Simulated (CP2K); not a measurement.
Consider thieno[3,2-b]thiophene at its PBE geometry (Å).

```xyz
12

C     1.5949   -0.1410    0.8726
C     2.2679    0.0218   -0.3160
S     1.2141    0.2274   -1.6772
C    -0.1871    0.0975   -0.6699
C    -1.5949    0.1410   -0.8726
C    -2.2679   -0.0218    0.3160
S    -1.2141   -0.2274    1.6772
C     0.1871   -0.0975    0.6699
H     2.0906   -0.2821    1.8299
H     3.3428    0.0346   -0.4720
H    -2.0906    0.2821   -1.8299
H    -3.3428   -0.0346    0.4720
```

Method: CP2K XAS_TDP, all-electron GAPW, PBEh(45%), aug-cc-pVDZ, TDA, GW2X-corrected core level, no relativity.

**Question.** Where do the C K-edge lines lie, and how strong are they?

Leading lines: C1 287.34 eV, C2 286.90 eV and C4 287.28 eV. The leading line of an atom is its first one with 35 % of the strongest within 2.5 eV of its lowest line over the strength cut. Core ionisation energies at this level: C2 292.05, C4 291.80 and C1 292.02 eV.

The first six lines of each atom with a strength over 0.0015:

```
                              atom  energy (eV)  states  strength, one atom  above the computed threshold
 C1 (bonded to 2 C and H), 2 alike       287.34       1              0.0445                              
                                         289.71       1              0.0077                              
                                         290.04       1              0.0112                              
                                         290.64       1              0.0041                              
                                         291.30       1              0.0026                              
                                         291.50       1              0.0035                              
C2 (bonded to C, S and H), 2 alike       286.90       1              0.0492                              
                                         289.38       1              0.0330                              
                                         290.10       1              0.0131                              
                                         290.95       1              0.0031                              
                                         291.24       1              0.0028                              
                                         292.14       1              0.0019                           yes
 C4 (bonded to 2 C and S), 2 alike       287.28       1              0.0436                              
                                         289.07       1              0.0316                              
                                         289.39       1              0.0088                              
                                         290.55       1              0.0026                              
                                         290.57       1              0.0070                              
                                         291.15       1              0.0018
```

Lines are vertical, at one geometry, with no vibrational structure. GW2X ionisation energies and lines can be off by 1 to 2 eV either way, and a good line position may hide errors that cancel. These values hold no scalar relativity, about 0.1 eV for C 1s. Rydberg lines, and the discretised continuum above threshold, depend on the basis and the box.

[Banner, clock and machine lines of the logs are left out without a mark of their own.]

[Logs are printed without paths, hosts, clocks, repeated set-up lines and the standing remarks that a program may print on its own settings, such as how far it seeks lower states.]

[Hosts, paths, dates, database ids (printed as entryN), source tags and the programs' standing remarks are cut or masked in the printed files.]
